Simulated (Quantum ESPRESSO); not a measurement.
## Projected density of states of magnetic Cr (Chromium)

Where do the states of the two spins of Cr (Chromium) lie?

Program: Quantum ESPRESSO 7.5. Level of theory: WC; plane waves with GBRV 1.5 PBE potentials, no spin-orbit coupling. Results are calculated unless marked as measured.

**1. The structure**

It takes space group Im-3m (No. 229, cubic). The conventional cell has a = 2.884 Å, b = 2.884 Å, c = 2.884 Å, α = 90.00°, β = 90.00°, γ = 90.00°. Cr has 8 Cr at 2.50 Å nearest.

The cell comes from the Crystallography Open Database.

**2. The magnetic state**

This state came out lowest in a comparison of starts that is told elsewhere.

Input file pw.in:

```
&CONTROL
  calculation = 'scf'
  prefix = 'pwscf'
  outdir = './tmp'
  pseudo_dir = './pseudo'
  disk_io = 'low'
/
&SYSTEM
  ibrav = 0
  celldm(1) = 8
  nat = 2
  ntyp = 2
  ecutwfc = 40
  ecutrho = 400
  nbnd = 25
  input_dft = 'wc'
  occupations = 'smearing'
  smearing = 'fd'
  degauss = 0.00734986
  nspin = 2
  starting_magnetization(1) = 0.1786
  starting_magnetization(2) = -0.1786
/
&ELECTRONS
  conv_thr = 4d-09
  electron_maxstep = 150
  mixing_beta = 0.3
/
ATOMIC_SPECIES
Cr1    51.9961 cr_pbe_v1.5.uspp.F.UPF
Cr2    51.9961 cr_pbe_v1.5.uspp.F.UPF
CELL_PARAMETERS alat
  -0.6812226463510    0.6812226463510    0.6812226463510
   0.0000000000000    0.0000000000000    0.6812226463510
   0.0000000000000    0.6812226463510    0.0000000000000
ATOMIC_POSITIONS crystal
Cr1     0.0000000000    0.0000000000    0.0000000000
Cr2     0.5000000000    0.0000000000    0.0000000000
K_POINTS automatic
5 10 10 0 0 0
```

The run is started by

```bash
OMP_NUM_THREADS=1 mpirun -n 2 pw.x -nk 2 -in pw.in > pw.out
```

Output:

```text
Program PWSCF v.7.5 starts

     IMPORTANT: XC functional enforced from input :
     Exchange-correlation= WC
                           (   1   4  11   4   0   0   0)
     Any further DFT definition will be discarded
     Please, verify this is what you really want

     Message from routine setup:
     using ibrav=0 with symmetry is DISCOURAGED, use correct ibrav instead

     K-points division:     npool     =       2
     Subspace diagonalization in iterative solution of the eigenvalue problem:

     bravais-lattice index     =            0
     lattice parameter (alat)  =       8.0000  a.u.
     unit-cell volume          =     161.8591 (a.u.)^3
     number of atoms/cell      =            2
     number of atomic types    =            2
     number of electrons       =        28.00
     number of Kohn-Sham states=           25
     kinetic-energy cutoff     =      40.0000  Ry
     charge density cutoff     =     400.0000  Ry
     scf convergence threshold =      4.0E-09
     mixing beta               =       0.3000
     number of iterations used =            8  plain     mixing
     Exchange-correlation= WC
                           (   1   4  11   4   0   0   0)

     celldm(1)=   8.000000  celldm(2)=   0.000000  celldm(3)=   0.000000
     celldm(4)=   0.000000  celldm(5)=   0.000000  celldm(6)=   0.000000

     crystal axes: (cart. coord. in units of alat)
               a(1) = (  -0.681223   0.681223   0.681223 )
               a(2) = (   0.000000   0.000000   0.681223 )
               a(3) = (   0.000000   0.681223   0.000000 )

     reciprocal axes: (cart. coord. in units 2 pi/alat)
               b(1) = ( -1.467949  0.000000  0.000000 )
               b(2) = (  1.467949 -0.000000  1.467949 )
               b(3) = (  1.467949  1.467949 -0.000000 )

     PseudoPot. # 1 for Cr read from file:
     cr_pbe_v1.5.uspp.F.UPF
     Pseudo is Ultrasoft + core correction, Zval = 14.0

     PseudoPot. # 2 for Cr read from file:
     cr_pbe_v1.5.uspp.F.UPF
     Pseudo is Ultrasoft + core correction, Zval = 14.0

     atomic species   valence    mass     pseudopotential
     Cr1              14.00    51.99610     Cr( 1.00)
     Cr2              14.00    51.99610     Cr( 1.00)

     Starting magnetic structure
     atomic species   magnetization
     Cr1             0.179
     Cr2            -0.179

     48 Sym. Ops., with inversion, found

   Cartesian axes

     site n.     atom                  positions (alat units)
         1        Cr1    tau(   1) = (   0.0000000   0.0000000   0.0000000  )
         2        Cr2    tau(   2) = (  -0.3406113   0.3406113   0.3406113  )

     number of k points=    28  Fermi-Dirac smearing, width (Ry)=  0.0073
                       cart. coord. in units 2pi/alat
        k(    1) = (   0.0000000   0.0000000   0.0000000), wk =   0.0020000
        k(    2) = (   0.1467949   0.1467949   0.0000000), wk =   0.0240000
        k(    3) = (   0.2935898   0.2935898   0.0000000), wk =   0.0240000
        k(    4) = (   0.4403847   0.4403847   0.0000000), wk =   0.0240000
        k(    5) = (   0.5871795   0.5871795   0.0000000), wk =   0.0240000
        [... 23 further k-points ...]

     Dense  grid:    21879 G-vectors     FFT dimensions: (  64,  36,  36)

     Smooth grid:     5497 G-vectors     FFT dimensions: (  40,  24,  24)

     Check: negative core charge=   -0.000007
     Generating pointlists ...
     new r_m :   0.2434 (alat units)  1.9469 (a.u.) for type    1
     new r_m :   0.2434 (alat units)  1.9469 (a.u.) for type    2

     Initial potential from superposition of free atoms

     starting charge      26.0000, renormalised to      28.0000

     negative rho (up, down):  6.570E-04 6.570E-04
     Starting wfcs are   20 randomized atomic wfcs +    5 random wfcs

     Self-consistent Calculation

     iteration #  1     ecut=    40.00 Ry     beta= 0.30
     Davidson diagonalization with overlap
     ethr =  1.00E-02,  avg # of iterations =  5.4

     negative rho (up, down):  9.873E-04 9.872E-04

     total energy              =    -350.27634125 Ry
     estimated scf accuracy    <       4.36516462 Ry

     total magnetization       =     0.00 Bohr mag/cell
     absolute magnetization    =     1.94 Bohr mag/cell

     iteration #  2     ecut=    40.00 Ry     beta= 0.30
     Davidson diagonalization with overlap
     ethr =  1.00E-02,  avg # of iterations =  2.0

     negative rho (up, down):  1.458E-03 1.458E-03

     total energy              =    -350.72392675 Ry
     estimated scf accuracy    <       0.19057114 Ry

     total magnetization       =    -0.00 Bohr mag/cell
     absolute magnetization    =     3.06 Bohr mag/cell

     [... further iterations left out ...]

     iteration # 14     ecut=    40.00 Ry     beta= 0.30
     Davidson diagonalization with overlap
     ethr =  7.73E-10,  avg # of iterations =  1.0

     negative rho (up, down):  1.461E-03 1.461E-03

     total energy              =    -350.78132735 Ry
     estimated scf accuracy    <       0.00000001 Ry

     total magnetization       =     0.00 Bohr mag/cell
     absolute magnetization    =     2.43 Bohr mag/cell

     iteration # 15     ecut=    40.00 Ry     beta= 0.30
     Davidson diagonalization with overlap
     ethr =  3.96E-11,  avg # of iterations =  1.8

     negative rho (up, down):  1.461E-03 1.461E-03

     Magnetic moment per site  (integrated on atomic sphere of radius R)
     atom   1 (R=0.243)  charge= 12.2541  magn=  1.1323
     atom   2 (R=0.243)  charge= 12.2541  magn= -1.1323

     End of self-consistent calculation

     [... lines left out ...]
     the Fermi energy is    18.5151 ev

!    total energy              =    -350.78132737 Ry
     estimated scf accuracy    <          1.8E-10 Ry
     smearing contrib. (-TS)   =      -0.00245750 Ry
     internal energy E=F+TS    =    -350.77886987 Ry

     The total energy is F=E-TS. E is the sum of the following terms:
     one-electron contribution =    -119.09809952 Ry
     hartree contribution      =      74.71846872 Ry
     xc contribution           =     -44.63101985 Ry
     ewald contribution        =    -261.76821922 Ry

     total magnetization       =     0.00 Bohr mag/cell
     absolute magnetization    =     2.43 Bohr mag/cell

     convergence has been achieved in  15 iterations

=------------------------------------------------------------------------------=
   JOB DONE.
=------------------------------------------------------------------------------=
```

Run time: 15 s. Hardware: 2 MPI ranks of Arm Neoverse V2, shared host; peak memory 0.2 GiB; 30 s of CPU time.

Spin moment in the atom's sphere by atom:

| atom | spin moment in the atom's sphere (μB) |
| --- | --- |
| Cr1 | 1.13 |
| Cr2 | -1.13 |

Read from the output:

- smearing term TS: 0.03344 eV
- magnetization: 0 μB
- absolute magnetization: 2.43 μB
- final state: antiferromagnetic

**3. Post-processing**

Input file projwfc.in:

```
&PROJWFC
  prefix = 'pwscf'
  outdir = './tmp'
  filpdos = 'pdos'
  ngauss = 0
  degauss = 0.01
  DeltaE = 0.05
  Emin = 9.52
  Emax = 23.52
/
```

The run is started by

```bash
OMP_NUM_THREADS=1 mpirun -n 2 projwfc.x -nk 2 -in projwfc.in > projwfc.out
```

Output:

```text
[banner, memory and clock lines left out]
Program PROJWFC v.7.5 starts

     [... lines left out ...]
     IMPORTANT: XC functional enforced from input :
     Exchange-correlation= WC
                           (   1   4  11   4   0   0   0)
     Any further DFT definition will be discarded
     Please, verify this is what you really want

     G-vector sticks info

     Check: negative core charge=   -0.000007

     negative rho (up, down):  1.461E-03 1.461E-03

     Gaussian broadening (read from input): ngauss,degauss=   0    0.010000

     Calling projwave ....

  Problem Sizes
  natomwfc =           20
  nbnd     =           25
  nkstot   =           56
  npwx     =          739
  nkb      =           36

     Atomic states used for projection
     (read from pseudopotential files):

     state #   1: atom   1 (Cr1), wfc  1 (l=0 m= 1)
     state #   2: atom   1 (Cr1), wfc  2 (l=1 m= 1)
     state #   3: atom   1 (Cr1), wfc  2 (l=1 m= 2)
     state #   4: atom   1 (Cr1), wfc  2 (l=1 m= 3)
     state #   5: atom   1 (Cr1), wfc  3 (l=0 m= 1)
     state #   6: atom   1 (Cr1), wfc  4 (l=2 m= 1)
     state #   7: atom   1 (Cr1), wfc  4 (l=2 m= 2)
     state #   8: atom   1 (Cr1), wfc  4 (l=2 m= 3)
     state #   9: atom   1 (Cr1), wfc  4 (l=2 m= 4)
     state #  10: atom   1 (Cr1), wfc  4 (l=2 m= 5)
     state #  11: atom   2 (Cr2), wfc  1 (l=0 m= 1)
     state #  12: atom   2 (Cr2), wfc  2 (l=1 m= 1)
     state #  13: atom   2 (Cr2), wfc  2 (l=1 m= 2)
     state #  14: atom   2 (Cr2), wfc  2 (l=1 m= 3)
     state #  15: atom   2 (Cr2), wfc  3 (l=0 m= 1)
     state #  16: atom   2 (Cr2), wfc  4 (l=2 m= 1)
     state #  17: atom   2 (Cr2), wfc  4 (l=2 m= 2)
     state #  18: atom   2 (Cr2), wfc  4 (l=2 m= 3)
     state #  19: atom   2 (Cr2), wfc  4 (l=2 m= 4)
     state #  20: atom   2 (Cr2), wfc  4 (l=2 m= 5)

 [... projections of the bands left out ...]

Lowdin Charges:

     Atom #   1: total charge =  13.7047, s =  2.9595, p =  5.9934, d =  4.7518,
                 spin up      =   7.5013, s =  1.4880,
                 spin up      =   7.5013, p =  2.9965, pz=  0.9988, px=  0.9988, py=  0.9988,
                 spin up      =   7.5013, d =  3.0168, dz2=  0.4699, dxz=  0.6923, dyz=  0.6923, dx2-y2=  0.4699, dxy=  0.6923,
                 spin down    =   6.2034, s =  1.4715,
                 spin down    =   6.2034, p =  2.9970, pz=  0.9990, px=  0.9990, py=  0.9990,
                 spin down    =   6.2034, d =  1.7350, dz2=  0.2948, dxz=  0.3818, dyz=  0.3818, dx2-y2=  0.2948, dxy=  0.3818,
                 polarization =   1.2978, s =  0.0166, p = -0.0005, d =  1.2818,
     Atom #   2: total charge =  13.7047, s =  2.9595, p =  5.9934, d =  4.7518,
                 spin up      =   6.2034, s =  1.4715,
                 spin up      =   6.2034, p =  2.9970, pz=  0.9990, px=  0.9990, py=  0.9990,
                 spin up      =   6.2034, d =  1.7350, dz2=  0.2948, dxz=  0.3818, dyz=  0.3818, dx2-y2=  0.2948, dxy=  0.3818,
                 spin down    =   7.5013, s =  1.4880,
                 spin down    =   7.5013, p =  2.9965, pz=  0.9988, px=  0.9988, py=  0.9988,
                 spin down    =   7.5013, d =  3.0168, dz2=  0.4699, dxz=  0.6923, dyz=  0.6923, dx2-y2=  0.4699, dxy=  0.6923,
                 polarization =  -1.2978, s = -0.0166, p =  0.0005, d = -1.2818,
     Spilling Parameter:   0.0211
```

Elapsed: 1.2 s, on 2 MPI ranks; peak memory 0.07 GiB.

The density of states has structure finer than the step of the table below, so its rows give means over 0.5 eV, whole bins alone (the curve runs from -9.00 to 5.05 eV). Peaks (eV: height): up = down -3.45: 1.61, -2.10: 2.33, -1.10: 2.79, -0.30: 0.795, 1.05: 3.46, 2.05: 2.02, 2.40: 1.77; Cr1 d up = Cr2 d down -3.50: 0.775, -2.10: 1.39, -1.50: 1.15, -1.10: 1.43, -0.25: 0.587, 1.10: 1.72, 2.45: 0.576; Cr1 d down = Cr2 d up -3.45: 0.531, -2.05: 0.775, -1.10: 0.9, 0.90: 1.87, 2.05: 1.57, 2.40: 1.12.

Gaussian broadening of 0.136 eV on the SCF mesh. Table of density of states by energy, zero at the Fermi level; means over each step; values in states/eV/cell:

| energy (eV) | up = down | Cr1 d up = Cr2 d down | Cr1 d down = Cr2 d up |
| --- | --- | --- | --- |
| -8.5 | 0 | 0 | 0 |
| -8.0 | 0.00226 | 0 | 0 |
| -7.5 | 0.0417 | 3.0e-5 | 1.0e-5 |
| -7.0 | 0.0339 | 6.9e-5 | 5.9e-5 |
| -6.5 | 0.110 | 9.1e-4 | 6.9e-4 |
| -6.0 | 0.112 | 0.00237 | 0.00159 |
| -5.5 | 0.136 | 0.00612 | 0.00436 |
| -5.0 | 0.193 | 0.0154 | 0.0104 |
| -4.5 | 0.302 | 0.0620 | 0.0388 |
| -4.0 | 0.923 | 0.325 | 0.214 |
| -3.5 | 1.35 | 0.615 | 0.406 |
| -3.0 | 1.01 | 0.512 | 0.316 |
| -2.5 | 1.33 | 0.849 | 0.387 |
| -2.0 | 1.96 | 1.15 | 0.670 |
| -1.5 | 1.84 | 0.996 | 0.639 |
| -1.0 | 1.82 | 0.988 | 0.574 |
| -0.5 | 0.564 | 0.343 | 0.137 |
| 0.0 | 0.484 | 0.244 | 0.138 |
| 0.5 | 0.873 | 0.270 | 0.579 |
| 1.0 | 2.99 | 1.28 | 1.62 |
| 1.5 | 2.29 | 0.951 | 1.26 |
| 2.0 | 1.57 | 0.363 | 1.14 |
| 2.5 | 1.32 | 0.426 | 0.801 |
| 3.0 | 0.357 | 0.0811 | 0.208 |
| 3.5 | 0.279 | 0.0549 | 0.117 |
| 4.0 | 0.369 | 0.0658 | 0.125 |
| 4.5 | 0.386 | 0.0708 | 0.118 |

**4. What came out**

* state: antiferromagnetic
* largest moment in a sphere: 1.13 μB

What this shows: The most distinct maxima of the density of states (up = down) lie at -2.10, -1.10, 1.05, 2.05 and 2.40 eV, the highest at 1.05 eV. These are Kohn–Sham states without spin–orbit coupling, on the mesh of the self-consistent run. The moments are opposed on like sites, so the totals of the two spins are equal and the projections on single atoms show the splitting. The pseudopotentials were made with another functional, an inconsistency that can move energies. Energies are free energies at an electronic temperature of 1160 K, which lowers moments and differences where the moments are itinerant.

[Logs and program files are shortened in this print: banners, set-up blocks, solver, clock and traceback lines can be left out without a mark of their own.]

[Logs are printed without paths, hosts, clocks, repeated set-up lines and the standing remarks that a program may print on its own settings, such as how far it seeks lower states.]

[Hosts, paths, dates, database ids (printed as entryN), source tags and the programs' standing remarks are cut or masked in the printed files.]

[Where a cell is said to come from a database of computed structures, the database is the Materials Project.]
